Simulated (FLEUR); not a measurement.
# Fixed-spin-moment curve of MnHg with FLEUR, part 2 of 2

Wanted: E(M) for MnHg, with its minima.

FLEUR MaX-R8.1; PBE; all-electron FLAPW, Dirac cores, scalar-relativistic bands.

So far, magnetization (μB): step 2 (unconstrained state) 3.90; step 4 (with continued, fixed moment 3.952 μB a cell) 3.95; step 5 (with continued, fixed moment 3.293 μB a cell) 3.29.

**6. Moment fixed at 4.61 μB**

File inp.xml:

```
<?xml version="1.0" encoding="UTF-8" standalone="no"?>
<fleurInput fleurInputVersion="0.39">
   <comment>
      MnHg
   </comment>
   <calculationSetup>
      <cutoffs Kmax="3.6" Gmax="10.8" GmaxXC="10.8" numbands="0"/>
      <scfLoop itmax="120" minDistance="0.00002" maxIterBroyd="15" imix="Anderson" alpha="0.05" precondParam="0.0" spinf="2.0" sdNocoIR="T"/>
      <coreElectrons ctail="T" frcor="F" kcrel="0" coretail_lmax="0"/>
      <xcFunctional name="pbe" relativisticCorrections="F"/>
      <magnetism jspins="2" fixed_moment="4.61"/>
      <soc l_soc="F" theta="0.0" phi="0.0" spav="F"/>
      <expertModes spex="0" secvar="F"/>
      <geometryOptimization l_f="F" forcealpha="1.0" forcemix="BFGS" epsdisp="0.00001" epsforce="0.00001"/>
      <ldaU l_linMix="F" mixParam="0.05" spinf="1.0"/>
   </calculationSetup>
   <cell>
      <bzIntegration valenceElectrons="33.0" mode="hist" fermiSmearingEnergy="0.00183747">
         <kPointListSelection listName="default-1"/>
         <xi:include xmlns:xi="http://www.w3.org/2001/XInclude" href="kpts.xml"> </xi:include>
      </bzIntegration>
      <xi:include xmlns:xi="http://www.w3.org/2001/XInclude" href="sym.xml"> </xi:include>
      <bulkLattice scale="1.0">
         <bravaisMatrix>
            <row-1>    6.2644421030489994     0.0000000000000000     0.0000000000000000</row-1>
            <row-2>    0.0000000000000000     6.2644421030489994     0.0000000000000000</row-2>
            <row-3>    0.0000000000000000     0.0000000000000000     6.2644421030489994</row-3>
         </bravaisMatrix>
      </bulkLattice>
   </cell>
   <atomSpecies>
      <species name="Manganese 3.501" element="Mn" atomicNumber="25">
         <mtSphere radius="2.64" gridPoints="873" logIncrement="0.014"/>
         <atomicCutoffs lmax="10" lnonsphr="8"/>
         <electronConfig flipSpins="F">
            <coreConfig>(1s1/2) (2s1/2) (2p1/2) (2p3/2)</coreConfig>
            <valenceConfig>(3s1/2) (3p1/2) (3p3/2) (4s1/2) (3d3/2) (3d5/2)</valenceConfig>
            <stateOccupation state="(3d3/2)" spinUp="1.2505" spinDown="0.7495"/>
            <stateOccupation state="(3d5/2)" spinUp="3.0" spinDown="0.0"/>
         </electronConfig>
         <energyParameters s="4" p="4" d="3" f="4"/>
         <lo type="SCLO" l="0" n="3" eDeriv="0"/>
         <lo type="SCLO" l="1" n="3" eDeriv="0"/>
      </species>
      <species name="Mercury (Hg)" element="Hg" atomicNumber="80">
         <mtSphere radius="2.64" gridPoints="873" logIncrement="0.015"/>
         <atomicCutoffs lmax="10" lnonsphr="8"/>
         <electronConfig flipSpins="F">
            <coreConfig>(1s1/2) (2s1/2) (2p1/2) (2p3/2) (3s1/2) (3p1/2) (3p3/2) (4s1/2) (3d3/2) (3d5/2) (4p1/2) (4p3/2) (5s1/2) (4d3/2) (4d5/2) (4f5/2) (4f7/2)</coreConfig>
            <valenceConfig>(5p1/2) (5p3/2) (6s1/2) (5d3/2) (5d5/2)</valenceConfig>
         </electronConfig>
         <energyParameters s="6" p="6" d="5" f="5"/>
         <lo type="SCLO" l="1" n="5" eDeriv="0"/>
      </species>
   </atomSpecies>
   <atomGroups>
      <atomGroup species="Manganese 3.501">
         <relPos label="                   1">1.000/2.000 1.000/2.000 1.000/2.000</relPos>
         <force calculate="T" relaxXYZ="TTT"/>
      </atomGroup>
      <atomGroup species="Mercury (Hg)">
         <relPos label="                   2">.0000000000 .0000000000 .0000000000</relPos>
         <force calculate="T" relaxXYZ="TTT"/>
      </atomGroup>
   </atomGroups>
   <output dos="F" band="F" slice="F">
      <bandDOS minEnergy="-.5*Htr" maxEnergy="0.5*Htr" sigma="0.015" storeEVData="T"/>
      <plotting iplot="0" polar="F">
         <plot TwoD="T" vec1="  1.0  0.0  0.0" vec2="  0.0  1.0  0.0" vec3="  0.0  0.0  1.0" zero="  0.0  0.0  0.0" file="plot"/>
      </plotting>
      <moessbauerParams electricFieldGradient="F" isomerShift="F" coreHyperfine="F" valenceHyperfine="F"/>
   </output>
</fleurInput>
```

Run with:

```bash
> OMP_NUM_THREADS=1 mpirun -n 4 fleur_MPI > fleur.log
```

The log of the run:

```text
[banner, memory and clock lines left out]
Welcome to FLEUR        (www.flapw.de)
      MaX-Release 8.1          (www.max-centre.eu)

 ========== k-point set info ==========
 Selected k-point list: default-1
 k-point list type: mesh
 10 x 10 x 10
 Number of k points: 56

 [... set-up left out ...]
 Iteration:     1   Distance:       5.74458077 me/bohr^3
 Iteration:     2   Distance:       5.51809116 me/bohr^3
 Iteration:     3   Distance:       3.15408570 me/bohr^3
 Iteration:     4   Distance:       0.53831055 me/bohr^3
 Iteration:     5   Distance:       0.25073604 me/bohr^3
[...]
<sumOfEigenvalues value="   -12784.8452324908">
               <coreElectrons value="-12761.0398763149"/>
               <valenceElectrons value="-23.8053561758"/>
            </sumOfEigenvalues>
         [... left out ...]
            <freeEnergy value="-20820.4367496811"/>
            <extrapolationTo0K value="-20820.4365972593"/>
         </totalEnergy>
         <densityConvergence units="me/bohr^3">
            <chargeDensity spin="1" distance="0.0000060550"/>
            <chargeDensity spin="2" distance="0.0000025418"/>
            <overallChargeDensity distance="0.0000080001"/>
            <spinDensity distance="0.0000047165"/>
         </densityConvergence>
      </iteration>
```

Run time: 20 s. Hardware: 4 MPI ranks of Intel Xeon Platinum 8259CL at 2.50GHz (Skylake/Cascade Lake), shared host; peak memory 0.26 GiB.

This step gave:

* magnetization: 4.61 μB

Its energy lies +222.4 meV a cell from the free run's.

**7. E(M)**

The other moments were run in the same way.

The energy over the lowest by total spin moment:

```
total spin moment (μB a cell)  energy over the lowest (meV a cell)
                         0.00                                 1448
                         0.66                                 1361
                         1.32                                 1110
                         1.98                                  776
                         2.63                                  406
                         3.29                                  117
                         3.90                                    0
                         3.95                                0.228
                         4.61                                  222
                         5.27                                  918
```

The moment, largest sphere moment by total spin moment:

```
total spin moment (μB a cell)  moment, largest sphere moment (μB)
                         0.00                                   0
                         0.66                               0.760
                         1.32                                1.49
                         1.98                                2.20
                         2.63                                2.89
                         3.29                                3.49
                         3.90                                3.93
                         3.95                                3.96
                         4.61                                4.33
                         5.27                                4.64
```

**8. Results**

* moment of the free run: 3.90 μB a cell
* moment of the lowest point: 3.90 μB a cell
* energy of the spinless run: 1448 meV a cell over the lowest

**Reading.** The lowest point lies 1448 meV a cell under the spinless run, in free energy at a smearing of 0.05 eV. The point at zero is the spinless run. Opposed orders, which also have no total moment, were not run.

[Logs and program files are shortened in this print: banners, set-up blocks, solver, clock and traceback lines can be left out without a mark of their own.]

[Logs are printed without paths, hosts, clocks, repeated set-up lines and the standing remarks that a program may print on its own settings, such as how far it seeks lower states.]

[Hosts, paths, dates, database ids (printed as entryN), source tags and the programs' standing remarks are cut or masked in the printed files.]

[Where a cell is said to come from a database of computed structures, the database is the Materials Project.]
